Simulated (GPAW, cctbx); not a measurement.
# By hand: from a DFT structure factor to an extinction distance in Rb3ReH6

Rb3ReH6, Fm-3m (no. 225), a = 8.9612 Å, b = 8.9612 Å, c = 8.9612 Å, α = 90.00°, β = 90.00°, γ = 90.00°.

| atom | mult. | x | y | z |
| --- | --- | --- | --- | --- |
| Re1 | 4 | 0 | 0 | 0 |
| Rb1 | 4 | 1/2 | 0 | 0 |
| Rb2 | 8 | 1/4 | 3/4 | 3/4 |
| H1 | 24 | 0.8006 | 0 | 0 |

The start was made by putting kin elements into a known structure type; the compound need not exist, or be stable, in this form.

A DFT run (GPAW, PBE, 550 eV, 5×5×5 k-points, Fermi–Dirac width 0.1 eV) gives the static X-ray structure factor of 111 as 155.838 e for the conventional cell; superposed free atoms give 153.775 e. **Problem.** Find the Fourier component V of the crystal potential and the two-beam extinction distance at 80 kV in both cases.

## 1. Geometry

The cell volume is Ω = 719.60 Å³ and d(111) = 5.1738 Å, so g = 1/d = 0.1933 Å⁻¹.

## 2. The nuclei

Electrons feel nuclei as well as electrons, so the nuclear charges are summed with the same phases.

Phase sums Σ exp(2πi h·x), turned so that the total is real and positive: Re +4.000, Rb -4.000, H +7.509. Then F_Z = 75 × (+4.000) + 37 × (-4.000) + 1 × (+7.509) = 159.51 e. The electron term has the same sign for this reflection.

## 3. Mott–Bethe

Poisson's equation, term by term, gives V = (e/4πε₀)(F_Z − F)/(πΩg²), with e/4πε₀ = 14.3996 V Å.

The prefactor is 14.3996 × 5.1738²/(π × 719.60) = 0.17050 V per electron. Free atoms: (159.51 − 153.775) × 0.17050 = 0.978 V. Crystal: (159.51 − 155.838) × 0.17050 = 0.626 V. F changes by +1.34 % and V by -36.0 %: the same 2.06 e is measured against F_Z − F = 5.7 e in place of F = 153.8 e.

## 4. Extinction distance

In the two-beam case ξ = 1/(λU) with U = 2γm₀eV/h², that is ξ = 150.41 V Å²/(γλV).

At 80 kV, λ = 0.04176 Å and γ = 1.1566. Free atoms: ξ = 3186 Å. Crystal: ξ = 4976 Å. The thickness fringes go as sin²(πt/ξ), so the two patterns slip by a quarter of a period when t|1/ξ₁ − 1/ξ₀| = 1/4, at t ≈ 221 nm. Thermal motion, absorption and many-beam coupling, left out here, change a real pattern.

## 5. Answer

V(111) is 0.63 V against 0.98 V, and ξ is 4976 against 3186 Å. Limits: static atoms, two beams.
